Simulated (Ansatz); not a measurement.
# 1T-ZrS2 zigzag nanoribbon, bare edges, Se on S sites: a series in width

How do forces, charges and cost change as the structure grows and the share of atoms at its surface or edge shifts?

Computed with Ansatz 0.2.0: Kohn-Sham DFT, PBE, PAW (set soft_2, large core). Every run is a single point, with the atoms held where the recipe put them (cutoff of the plane-wave runs 420 eV, gaussian smearing of 0.025 eV).

First member: 1T-ZrS2 (a = 3.66 Å), rectangular cell with x along the zigzag direction; strip nominally 6 Å wide, 16 periods, 10 Å of vacuum, 8 of 64 S replaced by Se at random; not relaxed, displaced by a Gaussian of 0.02 Å.

Last member: 1T-ZrS2 (a = 3.66 Å), rectangular cell with x along the zigzag direction; strip nominally 33 Å wide, 2 periods, 10 Å of vacuum, 5 of 42 S replaced by Se at random; not relaxed, displaced by a Gaussian of 0.02 Å.

The members:

```csv
width (Å),reduced formula,atoms,valence electrons,k-mesh,basis
6,Zr4SeS7,96,768,1×1×1,support functions
8,Zr24Se5S35,64,528,1×1×1,plane waves
10,Zr22Se4S29,110,924,1×1×1,support functions
15,Zr4SeS7,60,480,1×1×1,plane waves
18,Zr12Se3S19,68,552,1×1×1,plane waves
33,Zr22Se5S37,64,516,1×1×1,plane waves
```

Results; charges are mean Löwdin charges in e:

```csv
width (Å),r.m.s. force (eV/Å),q(Zr),q(S),q(Se)
6,1.34,-,-,-
8,0.888,+0.70,-0.35,-0.26
10,0.853,-,-,-
15,0.751,+0.73,-0.31,-0.22
18,0.750,+0.75,-0.35,-0.23
33,0.615,+0.84,-0.38,-0.27
```

The projection misses up to 0.054 e an atom, so the charges add up to more than the cell's charge. Each mean runs over all atoms of an element, whatever their surroundings.

Bonds in each cell, which the recipe sets and DFT didn't move; cutoffs follow each cell's own g(r) within set bounds (mean length in Å, and neighbours of the second kind about the first):

```csv
width (Å),S-Zr length,S-Zr count,Se-Zr length,Se-Zr count
6,2.569,2.18,2.565,2.75
8,2.571,2.80,2.555,2.80
10,2.568,3.00,2.570,3.00
15,2.568,2.69,2.577,2.80
18,2.570,2.90,2.575,3.00
33,2.571,2.95,2.585,3.00
```

Cost on 8 threads of Arm Neoverse V2, shared host:

```csv
width (Å),atoms,basis,k-mesh,SCF cycles,time,host memory (GiB),Δ force from the first basis (meV/Å)
6,96,support functions,1×1×1,39,6.6 min,10,-
8,64,plane waves,1×1×1,26,70 s,6.4,-
8,64,support functions,1×1×1,29,4.3 min,7.1,0.34
10,110,support functions,1×1×1,32,6.6 min,9.3,-
15,60,plane waves,1×1×1,27,59 s,4.6,-
15,60,support functions,1×1×1,52,3.1 min,5.6,0.31
18,68,plane waves,1×1×1,22,70 s,5.2,-
18,68,support functions,1×1×1,27,3 min,6.2,0.33
33,64,plane waves,1×1×1,29,40 s,4.1,-
33,64,support functions,1×1×1,45,3.4 min,5.1,0.32
```

Times include the outputs that each run asked for, on hosts shared with other jobs.

The mean charge on Zr goes steadily from +0.70 e at 8 to +0.84 e at 33 Å. Support functions take 2.6 to 5.2 times the wall time of plane waves (the times hold unlike extra outputs; shared hosts, so rough). The r.m.s. force goes from 1.3 eV/Å at 6 to 0.62 eV/Å at 33 Å. The composition changes with the cut, as the formulas show, and that bears on charges and levels too. The length sampled along the periodic direction differs among the members, which bears on levels, charges and forces too. 5 of the 6 members have partly filled levels at the Fermi energy, as cut bonds or an unbalanced electron count at the surface can give; spin polarisation, left out here, could split them.

**Limits.** Beside vacuum, support functions can miss their usual error bounds without a warning. The runs have no spin polarisation, so any moments at edges, vacancies or dangling bonds can't form in them. Some meshes are too coarse along the periodic directions to show band edges or a metallic band. The random displacements of the recipe add to the forces of every member.

[Logs are printed without paths, hosts, clocks, repeated set-up lines and the standing remarks that a program may print on its own settings, such as how far it seeks lower states.]

[Hosts, paths, dates, database ids (printed as entryN), source tags and the programs' standing remarks are cut or masked in the printed files.]
